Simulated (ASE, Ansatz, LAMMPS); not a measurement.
**Convergence of a linear-scaling basis for (8,0) carbon nanotube bundle (64 atoms)**

Aim: test how closely localised support functions follow the reference on (8,0) carbon nanotube bundle (64 atoms), and at what cost. A setting counts as converged where the r.m.s. difference of forces stays under 1 % of the r.m.s. force.

Method: Kohn-Sham DFT, PBE+D4, PAW (set soft_2), plane waves, in Ansatz 0.2.0.

## 1. Starting point

The cell holds 64 atoms: 64 C. Its edges and angles: a = 9.564 Å, b = 9.564 Å, c = 8.522 Å, α = 90.0°, β = 90.0°, γ = 120.0°. It derives from C (graphene). Graphene sheet (a = 2.46 Å) rolled into a (8,0) tube of diameter 6.26 Å, 2 periods, hexagonal bundle with 3.3 Å between walls; every coordinate displaced by a Gaussian of 0.03 Å.

## 2. Plane-wave single point

This run is the reference for what follows, at a cutoff of 420 eV.

Contents of input.yaml:

```yaml
crystal:
  lattice:
    - [9.56434, 0.0, 0.0]
    - [-4.78217, 8.28296, 0.0]
    - [0.0, 0.0, 8.52169]
  atoms:
    - { symbol: C, position: [0.32989, 0.00214, 0.16763] }
    - { symbol: C, position: [0.37196, 0.13834, 0.07645] }
    - { symbol: C, position: [0.372, 0.26594, 0.16499] }
    - { symbol: C, position: [0.29776, 0.34824, 0.07923] }
    - { symbol: C, position: [0.37327, 0.14929, 0.42079] }
    - { symbol: C, position: [0.36458, 0.26841, 0.33531] }
    - { symbol: C, position: [0.18914, 0.37689, 0.17225] }
    - { symbol: C, position: [0.05493, 0.35056, 0.08366] }
    - { symbol: C, position: [0.29598, 0.34861, 0.42169] }
    - { symbol: C, position: [0.18537, 0.3728, 0.33353] }
    - { symbol: C, position: [0.89832, 0.26081, 0.16479] }
    - { symbol: C, position: [0.76595, 0.14247, 0.08556] }
    - { symbol: C, position: [0.04615, 0.35063, 0.41886] }
    - { symbol: C, position: [0.90396, 0.27095, 0.32842] }
    - { symbol: C, position: [0.6794, 0.00378, 0.16413] }
    - { symbol: C, position: [0.62351, 0.85599, 0.08367] }
    - { symbol: C, position: [0.76806, 0.1402, 0.4166] }
    - { symbol: C, position: [0.67872, 0.00331, 0.33809] }
    - { symbol: C, position: [0.64227, 0.73408, 0.17088] }
    - { symbol: C, position: [0.70236, 0.65136, 0.08473] }
    - { symbol: C, position: [0.62722, 0.85609, 0.41254] }
    - { symbol: C, position: [0.63476, 0.73606, 0.33053] }
    - { symbol: C, position: [0.81611, 0.62867, 0.1734] }
    - { symbol: C, position: [0.95041, 0.6453, 0.08147] }
    - { symbol: C, position: [0.70367, 0.65275, 0.41816] }
    - { symbol: C, position: [0.81603, 0.6253, 0.33373] }
    - { symbol: C, position: [0.10048, 0.73276, 0.16692] }
    - { symbol: C, position: [0.23391, 0.86164, 0.08348] }
    - { symbol: C, position: [0.95449, 0.65539, 0.41611] }
    - { symbol: C, position: [0.09789, 0.7385, 0.33661] }
    - { symbol: C, position: [0.22978, 0.85812, 0.41421] }
    - { symbol: C, position: [0.32764, 0.99962, 0.33049] }
    - { symbol: C, position: [0.32945, 0.00143, 0.66312] }
    - { symbol: C, position: [0.37588, 0.14271, 0.58713] }
    - { symbol: C, position: [0.36327, 0.2642, 0.66341] }
    - { symbol: C, position: [0.30348, 0.34826, 0.57965] }
    - { symbol: C, position: [0.37807, 0.14485, 0.91842] }
    - { symbol: C, position: [0.36676, 0.26559, 0.83852] }
    - { symbol: C, position: [0.19127, 0.37836, 0.66648] }
    - { symbol: C, position: [0.05174, 0.35142, 0.58118] }
    - { symbol: C, position: [0.30128, 0.3485, 0.91669] }
    - { symbol: C, position: [0.19036, 0.38184, 0.83582] }
    - { symbol: C, position: [0.90144, 0.27214, 0.66861] }
    - { symbol: C, position: [0.76657, 0.14547, 0.58072] }
    - { symbol: C, position: [0.06104, 0.35583, 0.9166] }
    - { symbol: C, position: [0.89739, 0.26678, 0.83566] }
    - { symbol: C, position: [0.67407, 6.0e-05, 0.66857] }
    - { symbol: C, position: [0.62717, 0.85202, 0.58552] }
    - { symbol: C, position: [0.76764, 0.14024, 0.91191] }
    - { symbol: C, position: [0.68161, 0.00941, 0.83678] }
    - { symbol: C, position: [0.63999, 0.73862, 0.66686] }
    - { symbol: C, position: [0.70131, 0.65362, 0.58341] }
    - { symbol: C, position: [0.6282, 0.85202, 0.91539] }
    - { symbol: C, position: [0.63212, 0.73184, 0.83258] }
    - { symbol: C, position: [0.80913, 0.62388, 0.67258] }
    - { symbol: C, position: [0.9527, 0.64304, 0.57971] }
    - { symbol: C, position: [0.7044, 0.65257, 0.91582] }
    - { symbol: C, position: [0.81183, 0.62814, 0.83082] }
    - { symbol: C, position: [0.09809, 0.73195, 0.66461] }
    - { symbol: C, position: [0.23169, 0.85578, 0.58395] }
    - { symbol: C, position: [0.94294, 0.64737, 0.91962] }
    - { symbol: C, position: [0.09627, 0.73908, 0.83159] }
    - { symbol: C, position: [0.23108, 0.85689, 0.92138] }
    - { symbol: C, position: [0.32293, 0.004, 0.83505] }
kpoints:
  mp_grid: { grid: [2, 2, 2] }
hamiltonian:
  xc: pbe
  dispersion: d4
scf:
  occupations: { method: gaussian, width: 0.025 }
output:
  forces: true
  stress: true
  populations: true
  dos:
    method: { smearing: { sigma: 0.15 } }
    de: 0.1
    projected: { site_lists: { C: [C] } }
  eigenvalues: true
  write_density: true
  write_potential: true
  volumetric_format: npy
```

On the command line:

```
ansatz run input.yaml --threads 8 --pin off --max-ram 15872MiB --backend cpu --events-out ev --progress --plain --runs-dir out
```

Numbers of over 12 decimals in the logs are rounded to 6 here.

The program printed:

```text
Engine: ansatz 0.2.0, x86_64-unknown-linux-gnu
Pseudopotentials: kind: paw
Pseudopotential: C, paw, valence charge 4, recommended cutoff 420 eV (normal), C.paw.azcp
Functional definition: PBE
  parameter kappa = 0.804
  parameter beta = 0.066725
  exchange = pbe_x(kappa = kappa, mu = beta*pi^2/3)
  correlation = pbe_c(beta = beta)
Crystal: 64 atoms, lattice volume = 675.097 Å³
Basis set: ecut = 420 eV, 13193 PW (Γ), exchange–correlation on 128×128×120 points (8 copies of the dense FFT grid, shifted against one another)
Bands: 192, of which v1, the nominal top of the filled ones, is band 128 counted from 1 (127 counted from 0)
Symmetry: 1 space group operations
Space group: P1 (ITA 1), of the structure as read, at distance tolerance 8.8e-5 Å
k-points: 8
Non-local potential: C, projectors of the file, l = 0: 2, l = 1: 2, l = 2: 1
PAW form: soft (Blöchl's): semilocal exchange-correlation on the pseudo side does not see the compensation charge
PAW one-centre angular grid: C, 110 points (default); XC on 64 Gauss nodes
Initial density: superposition of atomic densities (neutral atoms: chi_scale 0, normalization atom), corrected by the library's trained network
Initial wavefunctions: pseudopotential atomic-orbital guess
Functional: x = pbe(κ = 0.804, μ = 0.219515), c = pbe(β = 0.066725)
SCF iter   1: F=—  HF=-16051.440235 eV  |F-HF|=—  |Δ(HF+E_count)|=         —  Δρ=4.88e-3  dr2=1.07e-1  ethr=1.77e-3  ⟨swp⟩=8.9  Hψ=8301  notcnv=0  defer=287
preconditioner: auto → Resta (q_TF=auto, 2.321 Å⁻¹)  ε∞=3.3  [insulator: Δε(μ)=0.075 eV  Ē_g=14.992 eV  σ=0.025 eV  W_gap=0.97  n_scr=138 (ndim 8)  ℏωp=22.9 eV  f_vac=0.192  D(μ)=1.21/eV (n_scr^D=0)  ε∞_Penn≈3.3]
SCF iter   2: F=—  HF=-16051.484840 eV  |F-HF|=—  |Δ(HF+E_count)|=   4.46e-2  Δρ=2.61e-3  dr2=2.90e-2  ethr=4.17e-5  ⟨swp⟩=2.1  Hψ=2443  notcnv=0  defer=455
preconditioner: auto → LDOS  [insulator: Δε(μ)=0.062 eV  Ē_g=14.996 eV  σ=0.025 eV  W_gap=0.92  n_scr=138 (ndim 8)  ℏωp=22.9 eV  f_vac=0.191  D(μ)=2.39/eV (n_scr^D=8)  ε∞_Penn≈3.3  β→1.0]
SCF iter   3: F=—  HF=-16051.509782 eV  |F-HF|=—  |Δ(HF+E_count)|=   2.49e-2  Δρ=1.15e-3  dr2=2.03e-2  ethr=1.13e-5  ⟨swp⟩=2.0  Hψ=2005  notcnv=0  defer=455
SCF iter   4: F=—  HF=-16051.505907 eV  |F-HF|=—  |Δ(HF+E_count)|=   3.87e-3  Δρ=2.73e-4  dr2=1.23e-3  ethr=7.91e-6  ⟨swp⟩=2.0  Hψ=1850  notcnv=0  defer=455
SCF iter   5: F=—  HF=-16051.505715 eV  |F-HF|=—  |Δ(HF+E_count)|=   1.92e-4  Δρ=7.59e-5  dr2=4.50e-5  ethr=4.79e-7  ⟨swp⟩=2.0  Hψ=1851  notcnv=0  defer=455
SCF iter   6: F=—  HF=-16051.506112 eV  |F-HF|=—  |Δ(HF+E_count)|=   3.97e-4  Δρ=3.13e-5  dr2=1.26e-5  ethr=1.76e-8  ⟨swp⟩=2.0  Hψ=2333  notcnv=0  defer=455
SCF iter   7: F=—  HF=-16051.506110 eV  |F-HF|=—  |Δ(HF+E_count)|=   2.33e-6  Δρ=8.49e-6  dr2=3.99e-7  ethr=4.91e-9  ⟨swp⟩=2.0  Hψ=1839  notcnv=0  defer=455
SCF iter   8: F=-16051.506110 eV  HF=-16051.506110 eV  |F-HF|=1.18e-8  |Δ(HF+E_count)|=   3.70e-9  Δρ=2.81e-6  dr2=6.16e-8  ethr=3.91e-11  ⟨swp⟩=24.6  Hψ=14999  notcnv=0
SCF 1 converged in 8 iterations: F = -16051.506110 eV  dr2 = 6.16e-8
  greatest PAW one-centre occupation: 0.697 electrons in one spin orbital (limit 2), on the C atom at site 48 (counted from 0), in its partial waves of l = 0
WARN: The input density's exchange-correlation potential varies sharply where the density is thin. Do not read a vacuum level from v_tot or v_xc, or from such a field of the output density. On a cell that repeats whose density bears no net charge and no dipole along the vacuum's axis use v_es (v_loc + v_h of the components); [...]
SCF converged after 8 iterations
Free energy (F): -16051.506110 eV
Harris-Foulkes:  -16051.506110 eV  (|F-HF|=1.18e-8)
Internal energy: -16051.505246 eV  (E = F + TS)
E sigma→0 (E₀):  -16051.505678 eV
Entropy (-TS):   -0.000864 eV (-0.013 meV/atom)
Fermi energy:    5.232145 eV
--- Per-component energies (eV) ---
  E_band       = -1028.374093
  E_kinetic    = 5870.229412
  E_local      = -14523.991681  (includes V_loc(G=0)·N_el)
  E_nonlocal   = 1762.347601
  E_hartree    = 5060.335176
  E_xc         = -3082.360215
  E_vxc        = -3816.762792  (∫ρ·V_xc dr)
  E_paw        = -6362.536881  (= ΣΔE_a)
  E_vpaw       = -440.869774  (= ΣTr[D̂ρ^β])
  E_aug_tail   = 0.000515  (compensation charges beyond the density's cutoff)
  E_ewald      = -4766.165041
  E_disp       = -9.364131  (pairwise vdW)
  E_smearing   = -0.000864  (= −TS)
  E_closure    = -0.000000  (closes the sum)
  Σ components = -16051.506110   (vs F -16051.506110, Δ=0.00e0)
--- Forces (eV/Å), atoms counted from 1 ---
  atom   1  C      0.41520205    -0.44475328    -0.34833208
  atom   2  C      0.31389303     2.63793182     4.21659382
  atom   3  C     -2.25231716     0.98801044    -0.08727635
  atom   4  C      2.16372270    -0.41071054     2.68317231
  atom   5  C      1.68509595    -2.29129488    -1.13270419
  atom   6  C      0.34497877     0.19911661    -1.20650881
  atom   7  C      0.65797634     0.00581199    -2.20745793
  atom   8  C     -1.81786731    -0.69670768    -0.21458664
  atom   9  C      1.15915802    -0.00174920    -3.41150666
  atom  10  C     -0.49065619     0.83342365     1.95767048
  atom  11  C      1.66719864     3.07718827     0.19536093
  atom  12  C      0.28699845     1.25158717    -3.28366418
  atom  13  C      1.18627928     0.31370982    -1.89090054
  atom  14  C     -1.59878752    -1.61795519     1.44520507
[...]
atom  63  C     -0.56152141     0.42707261    -2.65186250
  atom  64  C      1.66569502    -2.26884093    -2.13062733
  max |Σ_I F_I| component: 2.39e-4 eV/Å
--- Stress (GPa, compression-positive) ---
        6.308652      -0.892191       0.186086
       -0.892190      10.079632       0.763360
        0.186085       0.763361       4.630005
  P = ⅓ Tr σ = 7.0061 GPa (70.061 kbar)
--- Band table (eV; the first three rows and the last of 8) ---
  k-point 0: bands = ["-14.8111", "-14.4740", "-14.3655", "-13.6094", [... 176 levels ...], "13.2326", "13.2840", "13.4093", "13.4866", "13.6834", "13.7223", "13.8740", "14.1991", "14.2312", "14.2524", "14.3425", "14.3560"]
[...]
--- Löwdin populations: 64 sites ---
  site symbol       q [e]
     0      C      3.9630
     1      C      3.9480
     2      C      3.9690
[...]
63      C      3.9452
  spilling = 0.009875 (of n_electrons = 256.000000)
```

Wall time 8.4 s (8 threads of AMD EPYC 9R45, shared host); peak memory 4.7 GiB.

The program notes that the exchange-correlation potential is rough where the density is thin.

Read from the output:

* free energy: -16051.5061 eV
* free energy per atom: -250.8048 eV/atom
* SCF cycles: 8
* pressure: 7.006 GPa
* r.m.s. force component: 1.921 eV/Å
* longest force: 9.36 eV/Å
* Fermi energy: 5.232 eV
* levels partly filled by over 2 per cent: 2
* spilling of the projection: 0.009875

Length of the force by element:

```
element  coordination  atoms  mean length of the force (eV/Å)  spread  least  most
      C           all     64                             2.89    1.64  0.351  9.36
```

The mean of these charges, 0.040 e, is only the charge that the projection spills.

Löwdin charges by element (they lack the spilled electrons, 0.040 e an atom on average):

```
element  coordination  atoms  mean charge (e)  spread   least    most
      C           all     64           0.0395   0.007  0.0237  0.0548
```

Density of states as counts of states in windows of 1 eV (from the Fermi level), total and the larger projections:

```
from (eV)  to (eV)  total   C p  C s
      -14      -13    9.1   5.6  3.4
      -13      -12   10.6   6.9  3.6
      -12      -11    8.9   6.2  2.7
      -11      -10   11.9   8.7  3.0
      -10       -9   12.2  10.0  2.0
       -9       -8   13.2  11.3  1.7
       -8       -7   27.3  24.8  2.1
       -7       -6   23.8  22.8  0.8
       -6       -5   15.9  15.0  0.7
       -5       -4   22.8  22.2  0.5
       -4       -3   15.3  15.1  0.2
       -3       -2   14.0  13.8  0.1
       -2       -1    9.0   8.9  0.0
       -1        0    2.9   2.8  0.0
        0        1    5.8   5.5  0.1
        1        2    7.0   6.6  0.2
        2        3   15.0  14.0  0.4
        3        4    7.3   5.5  0.1
        4        5   12.4   8.5  0.6
```

Between -21 and -14 eV lie 59 more states.

The levels nearest the highest filled one (over half full), pooled over k-points and spins:

```
level less the highest filled one (eV)  occupation
                                -0.486           2
                                -0.356           2
                                -0.264           2
                               -0.0986           2
                               -0.0565           2
                                     0        1.91
                                0.0593       0.093
                                 0.175           0
                                 0.224           0
                                 0.227           0
                                 0.414           0
                                 0.529           0
```

Electrostatic potential energy in the ca plane at fractional y = 0.643, with atoms of C within 0.2 Å of it. With pseudopotentials it is smooth inside the atoms' cores, unlike the true potential.

Ten even steps from '0' (-61 eV) to '9' (10 eV), each cell a mean:
```
510389986103500489997203
510389986104510489986102
865657865567876667876546
987203510389997203610489
987203620489997203510489
865657876557875557865557
610389986103610489986103
610389997103610389996103
876788988767865789988667
999888988899999888988899
999989998999999999988999
999999999999999999999999
999999999999999999999999
999999999999999999999999
999999999999999999999999
999999999999999999999999
999999999999999999999999
999999999999999999999999
999999999999999999999999
999999999999999999999999
999999999999999999999999
999989999999999889999999
998888988899998888988999
865789988667865789988778
```
Columns run along c (8.5 Å; values clipped at the 3rd and 97th percentile), rows up along a (9.6 Å). Atoms in or near the plane, at fractional coordinates: C at (0.08, 0.70), C at (0.17, 0.82), C at (0.08, 0.95), C at (0.42, 0.70), C at (0.33, 0.82), C at (0.42, 0.95), C at (0.58, 0.70), C at (0.67, 0.81), C at (0.58, 0.95), C at (0.92, 0.70), C at (0.83, 0.81), C at (0.92, 0.94).

Valence density in the ca plane at fractional y = 0.643, with atoms of C within 0.2 Å of it. It is the smooth field of the valence electrons, not physical close to the nuclei.

Ten even steps from '0' (0.0 e/Å³) to '9' (2.1 e/Å³), each cell a mean:
```
888731014888999731014788
999731125998888731125999
347864358963346753347974
124899899831114888889841
125898889831114899999831
347964347964347974458964
889841125998889841126998
788731014888888731015888
346631124553346531124653
012332223321112322223321
001111111100001111122100
000000000000000000000000
000000000000000000000000
000000000000000000000000
000000000000000000000000
000000000000000000000000
000000000000000000000000
000000000000000000000000
000000000000000000000000
000000000000000000000000
000000000000000000000000
001121111100001221111100
012332123321113432123211
346631124654357631124543
```
Columns run along c (8.5 Å), rows up along a (9.6 Å). Atoms in or near the plane, at fractional coordinates: C at (0.08, 0.70), C at (0.17, 0.82), C at (0.08, 0.95), C at (0.42, 0.70), C at (0.33, 0.82), C at (0.42, 0.95), C at (0.58, 0.70), C at (0.67, 0.81), C at (0.58, 0.95), C at (0.92, 0.70), C at (0.83, 0.81), C at (0.92, 0.94).

Löwdin charges run from +0.02 to +0.05 e, about a mean that is the spilled charge alone. Within 0.4 eV of the Fermi level the largest share is C p (97 % of the projected weight).

## 3. Distances and neighbours

Bonds and neighbours are counted at the geometry of the runs.

Density 1.89 g/cm³, 10.55 Å³ an atom.

Pair distribution function in bins of 0.2 Å:

```
r (Å)  total
 1.20   0.08
 1.40   6.17
 1.60   0.11
 1.80   0.00
 2.00   0.00
 2.20   0.08
 2.40   3.88
 2.60   0.36
 2.80   1.49
 3.00   0.06
 3.20   0.00
 3.40   0.23
 3.60   1.03
 3.80   1.31
 4.00   1.14
 4.20   1.14
 4.40   0.99
 4.60   0.60
 4.80   1.05
 5.00   1.26
 5.20   1.13
 5.40   0.80
 5.60   1.07
 5.80   0.84
 6.00   1.13
 6.20   1.55
 6.40   1.37
 6.60   0.90
```

Bonds by pair of elements; cutoffs follow the first minimum of g(r), held within bounds set by covalent radii, and pairs that aren't listed don't count as bonded:

```
pair A-B  cutoff (Å)  bonds  mean length (Å)  spread (Å)  shortest (Å)  B about A  A about B
     C-C        1.85     96             1.42       0.044          1.27          3          3
```

How many atoms have how many bonded neighbours:

```
element  mean   3
      C     3  64
```

Bond angles, per cent of each kind in bins of 5°:

```
angle (°)  C-C-C
  110–115   15.6
  115–120   47.4
  120–125   34.9
  125–130    2.1
```

Bond angles (no mean is given where the spread exceeds 20°):

```
angle  count  mean (°)  spread (°)
C-C-C    192       119         3.4
```

Rings of the network by King's shortest-path rule, up to 12 atoms, one path for each pair of neighbours; H, halogens, alkali and alkaline-earth atoms are left out, and the last column divides by all other atoms, bonded or not:

```
ring size (atoms)  rings  per network atom
                6     32               0.5
```

With the cutoffs above, all C atoms have 3 bonded neighbours. The C-C-C angle averages 119° with a spread of 3°. All rings counted have 6 atoms.

(Continued in part 2 of 2.)

[Logs are printed without paths, hosts, clocks, repeated set-up lines and the standing remarks that a program may print on its own settings, such as how far it seeks lower states.]

[Hosts, paths, dates, database ids (printed as entryN), source tags and the programs' standing remarks are cut or masked in the printed files.]
